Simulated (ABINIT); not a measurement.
**Cl (Cmce): G0W0 in ABINIT against the plane-wave cutoff**

How does the gap of Cl (Cmce) converge in the plane-wave cutoff?

Calculated with ABINIT 10.8.3; PBE and many-body steps on it, plane waves.

Most raw output is cut from this account.

### Step 1. Starting point

Symmetry: Cmce, No. 64, orthorhombic system. Conventional cell: a = 6.290 Å, b = 4.500 Å, c = 8.210 Å, α = 90.00°, β = 90.00°, γ = 90.00°. Cl has 1 Cl at 2.02 Å nearest.

The cell and positions come from the Crystallography Open Database and are kept as given unless a step says otherwise.

### Step 2. Empty states on the mesh, 4×4×2 mesh, 368 bands

This step: ABINIT 10.8.3; DFT, PBE, plane waves, norm-conserving pseudopotentials.

The sums over transitions need many empty states on a uniform mesh; this step solves for them.

The input, run.abi:

```
acell 3*1.0 Angstrom
rprim 
  3.145000000000 -2.250000000000 0.000000000000
  3.145000000000 2.250000000000 0.000000000000
  0.000000000000 0.000000000000 8.210000000000
ntypat 1
znucl 17
natom 4
typat 1 1 1 1
xred 
  0.870000000000 0.130000000000 0.100000000000
  0.630000000000 0.370000000000 0.600000000000
  0.130000000000 0.870000000000 0.900000000000
  0.370000000000 0.630000000000 0.400000000000
pp_dirpath "pseudos"
pseudos "Cl.upf"
ecut 25
ngkpt 4 4 2
nshiftk 1
shiftk 0 0 0
kptopt 1
chksymbreak 0
irdden 1
istwfk *1
nband 368
prtvol 0
optdriver 6
gwr_task "HDIAGO"
paral_kgb 0
occopt 1
indata_prefix "in"
outdata_prefix "out"
tmpdata_prefix "tmp"
```

On the command line:

```
$ OMP_NUM_THREADS=1 mpirun -n 8 abinit run.abi > log
```

Elapsed: 1.9 min, on 8 MPI ranks of Arm Neoverse V2, shared host; peak memory 9.9 GiB.

This step gave:

```
gap                                                           : 2.469 eV
k of the valence top                                          : 0.5, 0.5, 0
k of the conduction bottom                                    : 0, 0, 0
least direct gap                                              : 2.525 eV
k points computed                                             : 14
lowest point of the top converged band, above the valence top : 114.5408 eV
```

On this mesh the gap is 2.469 eV.

The density comes from a self-consistent run that is not shown.

### Step 3. Empty states on the mesh, 4×4×2 mesh, 109 bands

run.abi, as its differences from that of step 2:

```diff
@@ -16,3 +16,3 @@
 pseudos "Cl.upf"
-ecut 25
+ecut 15
 ngkpt 4 4 2
@@ -24,3 +24,3 @@
 istwfk *1
-nband 368
+nband 109
 prtvol 0
```

It took 15 s on 8 MPI ranks; peak memory 2.5 GiB; 2 min of CPU time.

Numbers from this step:

```yaml
gap: 2.478 eV
k_of_the_valence_top: 0.5, 0.5, 0
k_of_the_conduction_bottom: 0, 0, 0
least_direct_gap: 2.535 eV
k_points_computed: 14
lowest_point_of_the_top_converged_band_above_the_valence_top: 44.03 eV
```

On this mesh the gap is 2.478 eV.

### Step 4. Empty states on the mesh, 4×4×2 mesh, 109 bands

run.abi, as its differences from that of step 3:

```diff
@@ -16,3 +16,3 @@
 pseudos "Cl.upf"
-ecut 15
+ecut 20
 ngkpt 4 4 2
```

Elapsed: 51 s, on 8 MPI ranks; peak memory 5.2 GiB.

This step gave:

- gap: 2.468 eV
- k of the valence top: 0.5, 0.5, 0
- k of the conduction bottom: 0, 0, 0
- least direct gap: 2.525 eV
- k points computed: 14
- lowest point of the top converged band, above the valence top: 43.77 eV

On this mesh the gap is 2.468 eV.

### Step 5. Empty states on the mesh, 4×4×2 mesh, 111 bands

run.abi, as its differences from that of step 4:

```diff
@@ -16,3 +16,3 @@
 pseudos "Cl.upf"
-ecut 20
+ecut 31
 ngkpt 4 4 2
@@ -22,10 +22,10 @@
 chksymbreak 0
+iscf -2
 irdden 1
 istwfk *1
-nband 109
+nband 111
+nbdbuf 10
+tolwfr 1e-09
+nstep 60
 prtvol 0
-optdriver 6
-gwr_task "HDIAGO"
-paral_kgb 0
-occopt 1
 indata_prefix "in"
```

Run time: 32 s. Hardware: 8 MPI ranks; peak memory 0.74 GiB.

Numbers from this step:

| Item | Value |
| --- | --- |
| gap | 2.469 eV |
| k of the valence top | 0.5, 0.5, 0 |
| k of the conduction bottom | 0, 0, 0 |
| least direct gap | 2.525 eV |
| k points computed | 14 |
| lowest point of the top converged band, above the valence top | 43.75 eV |

On this mesh the gap is 2.469 eV.

### Step 6. Screening, 4×4×2 mesh, 101 bands, screening to 130.6 eV

The RPA dielectric matrix is built and inverted for each q.

This step: RPA screening on PBE, plane waves, norm-conserving pseudopotentials.

run.abi, as its differences from that of step 5:

```diff
@@ -16,3 +16,3 @@
 pseudos "Cl.upf"
-ecut 31
+ecut 15
 ngkpt 4 4 2
@@ -22,10 +22,11 @@
 chksymbreak 0
-iscf -2
-irdden 1
 istwfk *1
-nband 111
-nbdbuf 10
-tolwfr 1e-09
-nstep 60
-prtvol 0
+occopt 1
+irdwfk 1
+optdriver 3
+nband 101
+ecuteps 4.8
+inclvkb 2
+awtr 1
+symchi 1
 indata_prefix "in"
```

Wall time 35 s (8 MPI ranks); peak memory 1.8 GiB; 4.6 min of CPU time.

Numbers from this step:

| Property | Result |
| --- | --- |
| ε∞ with local fields, on this mesh, along the program's q direction | 2.804 |
| the same without local fields | 3.453 |
| plasma frequency | 18.23 eV |
| plane waves in the screening matrix | 403 |

Local fields lower ε∞ by 19 %. On a Γ-centred mesh this coarse the value itself is usually too large, while a short band sum pulls it down.

### Step 7. 15 Ha

This step: G0W0 on PBE, plane waves, norm-conserving pseudopotentials.

run.abi, as its differences from that of step 6:

```diff
@@ -25,8 +25,17 @@
 irdwfk 1
-optdriver 3
+optdriver 4
 nband 101
+gwcalctyp 0
+ecutsigx 15
+symsigma 1
+nkptgw 2
+kptgw 
+  0.5000000000 0.5000000000 0.0000000000
+  0.0000000000 0.0000000000 0.0000000000
+bdgw 
+  13 16
+  13 16
 ecuteps 4.8
-inclvkb 2
-awtr 1
-symchi 1
+irdscr 1
+ppmodel 1
 indata_prefix "in"
```

The job ended after 11 s (8 MPI ranks; peak memory 2.3 GiB).

This step gave:

* G0W0 gap on the points computed: 5.677 eV
* starting gap on the mesh: 2.478 eV
* k of the valence top: 0.5, 0.5, 0
* k of the conduction bottom: 0, 0, 0
* Z at the valence top: 0.793
* Z at the conduction bottom: 0.796
* least direct G0W0 gap on the computed points: 5.729 eV

### Step 8. Screening, 4×4×2 mesh, 101 bands, screening to 130.6 eV

This step: RPA screening on PBE, plane waves, norm-conserving pseudopotentials.

run.abi, as its differences from that of step 7:

```diff
@@ -16,3 +16,3 @@
 pseudos "Cl.upf"
-ecut 15
+ecut 20
 ngkpt 4 4 2
@@ -25,17 +25,8 @@
 irdwfk 1
-optdriver 4
+optdriver 3
 nband 101
-gwcalctyp 0
-ecutsigx 15
-symsigma 1
-nkptgw 2
-kptgw 
-  0.5000000000 0.5000000000 0.0000000000
-  0.0000000000 0.0000000000 0.0000000000
-bdgw 
-  13 16
-  13 16
 ecuteps 4.8
-irdscr 1
-ppmodel 1
+inclvkb 2
+awtr 1
+symchi 1
 indata_prefix "in"
```

Elapsed: 36 s, on 8 MPI ranks; peak memory 1.9 GiB; 4.8 min of CPU time.

This step gave:

* ε∞ with local fields, on this mesh, along the program's q direction: 2.809
* the same without local fields: 3.460
* plasma frequency: 18.23 eV
* plane waves in the screening matrix: 403

### Step 9. 20 Ha

The self-energy is evaluated for the states that the input lists, and the levels follow from it, in one-shot runs by the linearised quasiparticle equation.

This step: G0W0 on PBE, plane waves, norm-conserving pseudopotentials.

run.abi, as its differences from that of step 8:

```diff
@@ -25,8 +25,17 @@
 irdwfk 1
-optdriver 3
+optdriver 4
 nband 101
+gwcalctyp 0
+ecutsigx 20
+symsigma 1
+nkptgw 2
+kptgw 
+  0.5000000000 0.5000000000 0.0000000000
+  0.0000000000 0.0000000000 0.0000000000
+bdgw 
+  13 16
+  13 16
 ecuteps 4.8
-inclvkb 2
-awtr 1
-symchi 1
+irdscr 1
+ppmodel 1
 indata_prefix "in"
```

Elapsed: 11 s, on 8 MPI ranks; peak memory 2.3 GiB.

This step gave:

```
G0W0 gap on the points computed              : 5.66 eV
starting gap on the mesh                     : 2.468 eV
k of the valence top                         : 0.5, 0.5, 0
k of the conduction bottom                   : 0, 0, 0
Z at the valence top                         : 0.792
Z at the conduction bottom                   : 0.795
least direct G0W0 gap on the computed points : 5.712 eV
```

The gap on the mesh goes from 2.47 eV to 5.66 eV, a correction of +3.19 eV.

### Step 10. Screening, 4×4×2 mesh, 101 bands, screening to 130.6 eV

This step: RPA screening on PBE, plane waves, norm-conserving pseudopotentials.

run.abi, as its differences from that of step 9:

```diff
@@ -16,3 +16,3 @@
 pseudos "Cl.upf"
-ecut 20
+ecut 25
 ngkpt 4 4 2
@@ -25,17 +25,8 @@
 irdwfk 1
-optdriver 4
+optdriver 3
 nband 101
-gwcalctyp 0
-ecutsigx 20
-symsigma 1
-nkptgw 2
-kptgw 
-  0.5000000000 0.5000000000 0.0000000000
-  0.0000000000 0.0000000000 0.0000000000
-bdgw 
-  13 16
-  13 16
 ecuteps 4.8
-irdscr 1
-ppmodel 1
+inclvkb 2
+awtr 1
+symchi 1
 indata_prefix "in"
```

The job ended after 37 s (8 MPI ranks; peak memory 2.2 GiB).

This step gave:

| Property | Result |
| --- | --- |
| ε∞ with local fields, on this mesh, along the program's q direction | 2.808 |
| the same without local fields | 3.458 |
| plasma frequency | 18.23 eV |
| plane waves in the screening matrix | 403 |

### Step 11. 25 Ha

This step: G0W0 on PBE, plane waves, norm-conserving pseudopotentials.

run.abi, as its differences from that of step 10:

```diff
@@ -25,8 +25,17 @@
 irdwfk 1
-optdriver 3
+optdriver 4
 nband 101
+gwcalctyp 0
+ecutsigx 25
+symsigma 1
+nkptgw 2
+kptgw 
+  0.5000000000 0.5000000000 0.0000000000
+  0.0000000000 0.0000000000 0.0000000000
+bdgw 
+  13 16
+  13 16
 ecuteps 4.8
-inclvkb 2
-awtr 1
-symchi 1
+irdscr 1
+ppmodel 1
 indata_prefix "in"
```

Wall time 11 s (8 MPI ranks); peak memory 2.5 GiB; 86 s of CPU time.

Numbers from this step:

| Property | Result |
| --- | --- |
| G0W0 gap on the points computed | 5.661 eV |
| starting gap on the mesh | 2.469 eV |
| k of the valence top | 0.5, 0.5, 0 |
| k of the conduction bottom | 0, 0, 0 |
| least direct G0W0 gap on the computed points | 5.713 eV |

Against the run before, the gap moves by +0.001 eV.

### Step 12. Screening, 4×4×2 mesh, 101 bands, screening to 130.6 eV

This step: RPA screening on PBE, plane waves, norm-conserving pseudopotentials.

run.abi, as its differences from that of step 11:

```diff
@@ -16,3 +16,3 @@
 pseudos "Cl.upf"
-ecut 25
+ecut 31
 ngkpt 4 4 2
@@ -25,17 +25,8 @@
 irdwfk 1
-optdriver 4
+optdriver 3
 nband 101
-gwcalctyp 0
-ecutsigx 25
-symsigma 1
-nkptgw 2
-kptgw 
-  0.5000000000 0.5000000000 0.0000000000
-  0.0000000000 0.0000000000 0.0000000000
-bdgw 
-  13 16
-  13 16
 ecuteps 4.8
-irdscr 1
-ppmodel 1
+inclvkb 2
+awtr 1
+symchi 1
 indata_prefix "in"
```

The job ended after 52 s (8 MPI ranks; peak memory 3.4 GiB; 6.9 min of CPU time).

This step gave:

```
ε∞ with local fields, on this mesh, along the program's q direction : 2.808
the same without local fields                                       : 3.458
plasma frequency                                                    : 18.23 eV
plane waves in the screening matrix                                 : 403
```

### Step 13. 31 Ha

This step: G0W0 on PBE, plane waves, norm-conserving pseudopotentials.

run.abi, as its differences from that of step 12:

```diff
@@ -25,8 +25,17 @@
 irdwfk 1
-optdriver 3
+optdriver 4
 nband 101
+gwcalctyp 0
+ecutsigx 31
+symsigma 1
+nkptgw 2
+kptgw 
+  0.5000000000 0.5000000000 0.0000000000
+  0.0000000000 0.0000000000 0.0000000000
+bdgw 
+  13 16
+  13 16
 ecuteps 4.8
-inclvkb 2
-awtr 1
-symchi 1
+irdscr 1
+ppmodel 1
 indata_prefix "in"
```

Run time: 11 s. Hardware: 8 MPI ranks; peak memory 3.1 GiB.

Numbers from this step:

```
G0W0 gap on the points computed              : 5.662 eV
starting gap on the mesh                     : 2.469 eV
k of the valence top                         : 0.5, 0.5, 0
k of the conduction bottom                   : 0, 0, 0
least direct G0W0 gap on the computed points : 5.713 eV
```

Against the run before, the gap moves by +0.001 eV.

### Step 14. Side by side

Times are wall times on 8 MPI ranks of Arm Neoverse V2, shared host, good to a factor of about two. A run's time includes the screening step that it read.

```tsv
run	mesh	bands	screening cutoff (eV)	DFT gap (eV)	gap on the mesh (eV)	direct (eV)	ε∞ used	time
15 Ha	4×4×2	101	130.6	2.478	5.677	5.729	2.80	45 s
20 Ha	4×4×2	101	130.6	2.468	5.660	5.712	2.81	46 s
25 Ha	4×4×2	101	130.6	2.469	5.661	5.713	2.81	48 s
31 Ha	4×4×2	101	130.6	2.469	5.662	5.713	2.81	63 s
```

### Step 15. Summary of results

| Item | Value |
| --- | --- |
| 15 Ha | 5.677 eV |
| 20 Ha | 5.660 eV |
| 25 Ha | 5.661 eV |
| 31 Ha | 5.662 eV |
| known limits | not at the basis limit; coarse k mesh |

The setting moved: plane-wave cutoff. From 15 Ha to 31 Ha the gap moves by −0.01 eV. It holds to 0.03 eV from 15 Ha on. Bands and screening cutoff are coupled, so a series along one setting does not show full convergence. Bands and cutoff are finite, so the gap is not at the basis limit. The miss can reach some tenths of an eV and take either sign; the mesh is an error of its own. In the G0W0 runs levels were corrected at 2 k points alone, so a gap called «on the mesh» is the least over those, and an edge elsewhere would be missed. The 4×4×2 mesh is coarse for this cell, which bears on the long-range parts of exchange and screening.

[Paths, hosts, dates, memory and timing lines, banners, echoed tables and standing remarks are left out of the program output.]

[Logs are printed without paths, hosts, clocks, repeated set-up lines and the standing remarks that a program may print on its own settings, such as how far it seeks lower states.]

[Runs of the session that timed out or met a known fault of the program may be left out.]

[Hosts, paths, dates, database ids (printed as entryN), source tags and the programs' standing remarks are cut or masked in the printed files.]

[G0W0 gaps are taken among the corrected bands and points alone; a level outside them can change the order at an edge.]

[Where Ansatz stands beside ABINIT at settings called matched, ABINIT's density can come from a denser mesh and the files from another edition; pairs whose starting gaps differed by over 0.03 eV were left out, so agreement reads better than it is.]
